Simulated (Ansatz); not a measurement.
## How fast states decay through KTlTeCl6

Aim: relax a made-up compound, KTlTeCl6, and see how good a tunnel barrier it would be. It is built by putting Tl for part of the K in the K2TeCl6 structure of space group Fm-3m, with the volume rescaled by atomic radii. The parent structure comes from the Materials Project.

Main program and level: Ansatz 0.2.0; LDA DFT, plane waves, PAW files, in the first sound run; inputs show where later runs differ.

Report form: the programs' logs are mostly left out.

The structure was built from a prototype and need not be the compound's stable phase.

## (1) Starting point

The structure is cubic, space group F-43m (No. 216). Conventional cell: a = 9.795 Å, b = 9.795 Å, c = 9.795 Å, α = 90.00°, β = 90.00°, γ = 90.00°. Nearest to Tl lie 12 Cl at 3.46 Å. Nearest to K lie 12 Cl at 3.46 Å and 4 Te at 4.24 Å. Nearest to Te lie 6 Cl at 2.45 Å and 4 K at 4.24 Å and 4 Tl at 4.24 Å. Nearest to Cl lie 1 Te at 2.45 Å and 2 K at 3.46 Å and 2 Tl at 3.46 Å. It derives from K2TeCl6. Tl for part of the K in the K2TeCl6 structure of space group Fm-3m. Farther neighbours and most contacts between anions are not listed.

## (2) Cell and atoms at rest

The substituted atoms don't fit the parent's cell, so cell and atoms relax together. A small smearing keeps the run stable in case the gap closes on the way.

input.yaml

```yaml
crystal:
  lattice:
    - [0.0, 4.8976289685, 4.8976289685]
    - [4.8976289685, 0.0, 4.8976289685]
    - [4.8976289685, 4.8976289685, 0.0]
  atoms:
    - { symbol: Tl, position: [0.75, 0.75, 0.75] }
    - { symbol: K, position: [0.25, 0.25, 0.25] }
    - { symbol: Te, position: [0.0, 0.0, 0.0] }
    - { symbol: Cl, position: [0.25052101, 0.25052101, 0.74947899] }
    - { symbol: Cl, position: [0.74947899, 0.25052101, 0.74947899] }
    - { symbol: Cl, position: [0.25052101, 0.74947899, 0.74947899] }
    - { symbol: Cl, position: [0.74947899, 0.74947899, 0.25052101] }
    - { symbol: Cl, position: [0.25052101, 0.74947899, 0.25052101] }
    - { symbol: Cl, position: [0.74947899, 0.25052101, 0.25052101] }
kpoints:
  mp_grid: { grid: [4, 4, 4] }
scf:
  occupations: { method: gaussian, width: 0.03 }
hamiltonian:
  xc: lda
output:
  forces: true
  stress: true
relax:
  f_tol: 0.02
  max_steps: 60
  cell: {}
```

On the command line:

```sh
$ ansatz run input.yaml --threads 2 --pin off --max-ram 4096MiB --backend cpu --events-out ev --progress --plain --runs-dir out
```

The job ended after 13 s (2 threads of Arm Neoverse V2, shared host; peak memory 0.47 GiB; 26 s of CPU time).

Step by step:

```
step  energy less that of the first step (eV)  largest force component (eV/Å)  pressure (GPa)  volume (Å³)
   1                                   0.0000                          0.8398            1.94       234.96
   2                                  -0.0398                          0.6448           -0.83       227.55
   3                                  -0.1545                          0.0366           -0.12       232.99
   4                                  -0.1549                          0.0011           -0.03       232.91
  5*                                  -0.1547                          0.0010           -0.03       232.91
```

Relaxation steps marked * repeat the geometry before them on a plane-wave basis chosen anew for their cell, so energy and pressure can jump there.

The run keeps the 24 symmetry operations that it works with, so distortions that break them were not tested.

```
conventional cell, symmetrised  before  after  change
                         a (Å)   9.795  9.767  -0.3 %
                         b (Å)   9.795  9.767  -0.3 %
                         c (Å)   9.795  9.767  -0.3 %
              volume (Å³/atom)   26.11  25.88  -0.9 %
```

The atoms that moved most (Å, as changes of fractional coordinates times the final cell):

```
atom      dx      dy      dz  length
 Cl5   0.000  -0.068   0.000   0.068
 Cl6  -0.068   0.000   0.000   0.068
 Cl7   0.000   0.000  -0.068   0.068
 Cl8   0.000   0.068   0.000   0.068
 Cl9   0.068   0.000   0.000   0.068
 Cl4   0.000   0.000   0.068   0.068
```

This step gave:

```
free energy  : -25743.3982 eV
Fermi energy : 5.368 eV
pressure     : -0.02658 GPa
```

The largest force component on a free atom ends at 0.0010 eV/Å.

## (3) Band edges

The energy window and the wavevectors of the next steps follow from the band edges, so these are searched first, off the mesh as well.

input.yaml

```yaml
crystal:
  lattice:
    - [0.0, 4.8833563291, 4.8833563291]
    - [4.8833563291, 0.0, 4.8833563291]
    - [4.8833563291, 4.8833563291, 0.0]
  atoms:
    - { symbol: Tl, position: [0.75, 0.75, 0.75] }
    - { symbol: K, position: [0.25, 0.25, 0.25] }
    - { symbol: Te, position: [0.0, 0.0, 0.0] }
    - { symbol: Cl, position: [0.2574707483, 0.2574707483, 0.7425292517] }
    - { symbol: Cl, position: [0.7425292517, 0.2574707483, 0.7425292517] }
    - { symbol: Cl, position: [0.2574707483, 0.7425292517, 0.7425292517] }
    - { symbol: Cl, position: [0.7425292517, 0.7425292517, 0.2574707483] }
    - { symbol: Cl, position: [0.2574707483, 0.7425292517, 0.2574707483] }
    - { symbol: Cl, position: [0.7425292517, 0.2574707483, 0.2574707483] }
kpoints:
  mp_grid: { grid: [4, 4, 4] }
  band_path: { path: [VBM, CBM], npoints: 30 }
scf:
  occupations: { method: fixed }
hamiltonian:
  xc: lda
output:
  eigenvalues: true
  write_potential: true
  write_density: true
  volumetric_format: npy
```

Wall time 25 s (2 threads); peak memory 0.54 GiB; 50 s of CPU time.

Numbers from this step:

| Quantity | Value |
| --- | --- |
| Fermi energy | 4.299 eV |
| gap on the k-mesh | 2.137 eV |
| gap on path | 2.137 eV, by band count; negative where bands overlap |
| direct gap on path | 2.461 eV |
| edge places on path | 0, 0.5571 1/A along the path |

The electronic bands at the labelled points (eV, zero at the Fermi level (highest filled level under fixed occupations); v1 is the highest filled band, c1 the lowest empty one):

```
  point     v4     v3     v2     v1    c1    c2    c3    c4
    VBM  -1.66  -1.29  -0.92   0.00  3.15  3.15  3.39  3.52
halfway  -1.54  -1.46  -1.10  -0.13  2.72  3.38  3.50  3.74
    CBM  -1.37  -1.32  -1.32  -0.32  2.14  3.49  3.59  3.59
```

The searched edges give 2.14 eV, as on the mesh.

## (4) Complex bands

This step: LDA DFT, plane waves, PAW files; complex bands by layer matching along the plane's normal (Ansatz 0.2.0).

The same crystal is laid in a cell whose first two vectors span the (111) plane (indices of the standard conventional cell, whose axes can be ordered otherwise than in the bulk input). At fixed energy and wavevector in the plane the solver finds all kz, real and complex. A few wavevectors are listed, (0, 0) and (-0.5, 0) in units of the plane's reciprocal vectors; the slowest state needn't be among them.

input.yaml

```yaml
crystal:
  lattice:
    - [6.906108751, 0.0, 0.0]
    - [3.453054375, 5.980865619, 0.0]
    - [0.0, 3.987243746, 5.638814182]
  atoms:
    - { symbol: Tl, position: [0.25, 0.5, 0.75] }
    - { symbol: K, position: [0.75, 0.5, 0.25] }
    - { symbol: Te, position: [0.0, 0.0, 0.0] }
    - { symbol: Cl, position: [0.7425292517, 0.5149414966, 0.7425292517] }
    - { symbol: Cl, position: [0.7425292517, 0.0, 0.7425292517] }
    - { symbol: Cl, position: [0.2574707483, 0.0, 0.7425292517] }
    - { symbol: Cl, position: [0.2574707483, 0.4850585034, 0.2574707483] }
    - { symbol: Cl, position: [0.2574707483, 0.0, 0.2574707483] }
    - { symbol: Cl, position: [0.7425292517, 0.0, 0.2574707483] }
kpoints:
  mp_grid: { grid: [6, 6, 6] }
scf:
  occupations: { method: fixed }
hamiltonian:
  xc: lda
output:
  eigenvalues: true
  transmission:
    leads: [[0, 0]]
    kpoints: [[0.0, 0.0], [-0.5, 0.0]]
    e_range: [-1.0, 3.14]
    de: 0.08
```

Elapsed: 1.8 min, on 2 threads; peak memory 1.3 GiB; 3 min of CPU time.

This step gave:

```
free energy                                               : -25743.3988 eV
level to which the leads are filled                       : 1.069 eV from the Fermi level
decay constant at the filling level, zone centre          : 0.2852 Å⁻¹
decay constant at the filling level, slowest listed point : 0.2546 Å⁻¹
```

K parallel (0, 0); values up to 1.5 1/Å, a degenerate pair printed once or twice; energies at which all values exceed this have no row. Table of Im kz of the slowest decaying states by energy, zero at the highest filled level on the SCF mesh:

```
energy (eV)  decay 1 (Å⁻¹)  decay 2 (Å⁻¹)  decay 3 (Å⁻¹)  decay 4 (Å⁻¹)
      -1.00          0.200          0.371          0.526          0.571
      -0.84          0.131          0.189          0.215          0.394
      -0.68          0.208          0.226          0.323          0.415
      -0.52          0.233          0.248          0.405          0.434
      -0.36          0.236          0.274          0.451          0.465
      -0.20          0.145          0.229          0.292          0.465
      -0.04          0.220          0.305          0.478          0.538
       0.12          0.242          0.314          0.490          0.537
       0.28          0.258          0.320          0.500          0.536
       0.44          0.269          0.324          0.508          0.535
       0.60          0.278          0.326          0.516          0.532
       0.76          0.283          0.326          0.522          0.530
       0.92          0.285          0.323          0.526          0.527
       1.16          0.284          0.317          0.520          0.533
       1.32          0.280          0.310          0.515          0.536
       1.48          0.272          0.300          0.509          0.538
       1.64          0.259          0.289          0.503          0.540
       1.80          0.241          0.274          0.496          0.540
       1.96          0.181          0.246          0.256          0.489
       2.12         0.0580          0.233          0.247          0.480
       2.28          0.203          0.241          0.471          0.538
       2.44          0.162          0.231          0.461          0.536
       2.60         0.0952          0.218          0.451          0.534
       2.76          0.150          0.202          0.440          0.530
       2.92          0.182          0.249          0.428          0.526
       3.08          0.157          0.312          0.417          0.522
```

K parallel (-0.5, 0); values up to 1.5 1/Å, a degenerate pair printed once or twice; energies at which all values exceed this have no row. The Im kz of the slowest decaying states by energy, zero at the highest filled level on the SCF mesh:

```
energy (eV)  decay 1 (Å⁻¹)  decay 2 (Å⁻¹)  decay 3 (Å⁻¹)  decay 4 (Å⁻¹)
    -1.0000          0.179          0.205          0.229          0.291
    -0.7600          0.216          0.219          0.275          0.361
    -0.5200          0.196          0.232          0.300          0.305
    -0.2800          0.255          0.313          0.353          0.433
    -0.0400          0.268          0.310          0.382          0.435
     0.2800          0.275          0.337          0.406          0.437
     0.5200          0.275          0.402          0.417          0.437
     0.7600          0.270          0.397          0.423          0.434
     1.0000          0.259          0.381          0.425          0.430
     1.2400          0.243          0.369          0.423          0.423
     1.4800          0.219          0.358          0.413          0.417
     1.7200          0.184          0.344          0.400          0.406
     1.9600          0.126          0.328          0.384          0.390
     2.2800          0.302          0.357          0.359          0.488
     2.5200          0.276          0.325          0.331          0.452
     2.7600          0.244          0.274          0.298          0.406
     3.0000          0.184          0.202          0.255          0.336
```

At the listed wavevectors the last open channel is at -0.04 eV and the next at +2.20 eV on the grid. At +1.08 eV, the grid energy nearest the filling level (the middle of the gap on the SCF mesh), the slowest state at the listed wavevectors decays with κ = 0.255 Å⁻¹, its amplitude falling by e over 3.9 Å. Through 1 nm of this crystal that state's transmission falls by exp(−2 × 0.255 Å⁻¹ × 10 Å) = 0.0061.

## (5) Decay over the two-dimensional zone

The listed points could miss the slowest state, so one energy near mid-gap is solved on a mesh of 8×8.

input.yaml: that of step 4 with these lines changed.

```diff
@@ -23,6 +23,2 @@
   eigenvalues: true
-  transmission:
-    leads: [[0, 0]]
-    kpoints: [[0.0, 0.0], [-0.5, 0.0]]
-    e_range: [-1.0, 3.14]
-    de: 0.08
+  transmission: { leads: [[0, 0]], kmesh: [8, 8], e_range: [1.07, 1.08], de: 0.05 }
```

Elapsed: 55 s, on 2 threads; peak memory 1.5 GiB.

This step gave:

| Quantity | Value |
| --- | --- |
| least decay constant on the mesh | 0.2552 Å⁻¹ |

Slowest decay constant (1/Å; 0 where a channel is open) over k1 and k2. At 1.0700 eV from the Fermi level.

Ten even steps from '_' (0.255) to '@' (0.403):
```
::@@@@::..====..
%%@@%%==--++--==
::::==++----++==
__..----::----..
::==++----++==::
%%==--++--==%%@@
::..====..::@@@@
__::%%::__::%%::
```
Columns: k1 (b1) from -0.5 to 0.375; rows upwards: k2 (b2) from -0.5 to 0.375.

The least value on the mesh is 0.255 Å⁻¹ at +1.07 eV. At that energy the listed points give about 0.255 Å⁻¹ by interpolation, so the mesh holds no clearly slower state.

## (6) Band edges at another level, cutoff 500 eV

This step: r2SCAN DFT, plane waves, PAW files (Ansatz 0.2.0).

The edges again with r2SCAN, at the same atoms. Against that run the cutoff is 500 eV against 420.

input.yaml

```yaml
crystal:
  lattice:
    - [0.0, 4.8833563291, 4.8833563291]
    - [4.8833563291, 0.0, 4.8833563291]
    - [4.8833563291, 4.8833563291, 0.0]
  atoms:
    - { symbol: Tl, position: [0.75, 0.75, 0.75] }
    - { symbol: K, position: [0.25, 0.25, 0.25] }
    - { symbol: Te, position: [0.0, 0.0, 0.0] }
    - { symbol: Cl, position: [0.2574707483, 0.2574707483, 0.7425292517] }
    - { symbol: Cl, position: [0.7425292517, 0.2574707483, 0.7425292517] }
    - { symbol: Cl, position: [0.2574707483, 0.7425292517, 0.7425292517] }
    - { symbol: Cl, position: [0.7425292517, 0.7425292517, 0.2574707483] }
    - { symbol: Cl, position: [0.2574707483, 0.7425292517, 0.2574707483] }
    - { symbol: Cl, position: [0.7425292517, 0.2574707483, 0.2574707483] }
kpoints:
  mp_grid: { grid: [4, 4, 4] }
  band_path: { path: [VBM, CBM], npoints: 30 }
scf:
  occupations: { method: fixed }
hamiltonian:
  xc: r2scan
output:
  eigenvalues: true
```

Run time: 49 s. Hardware: 2 threads; peak memory 1 GiB.

Numbers from this step:

```yaml
free_energy: -26507.6247 eV
fermi_energy: 4.439 eV
gap_on_the_k_mesh: 2.462 eV
gap_on_path: 2.462 eV, by band count; negative where bands overlap
direct_gap_on_path: 2.788 eV
```

The electronic bands at the labelled points (eV, zero at the Fermi level (highest filled level under fixed occupations); v1 is the highest filled band, c1 the lowest empty one):

```
  point     v4     v3     v2     v1    c1    c2    c3    c4
    VBM  -1.95  -1.42  -1.21   0.00  3.43  3.43  3.80  3.95
halfway  -1.83  -1.59  -1.39  -0.14  3.01  3.66  3.78  4.28
    CBM  -1.67  -1.61  -1.61  -0.33  2.46  3.87  3.87  4.04
```

The searched edges give 2.46 eV, as on the mesh.

(Part 1 of 2 ends here.)

[Logs are printed without paths, hosts, clocks, repeated set-up lines and the standing remarks that a program may print on its own settings, such as how far it seeks lower states.]

[Hosts, paths, dates, database ids (printed as entryN), source tags and the programs' standing remarks are cut or masked in the printed files.]
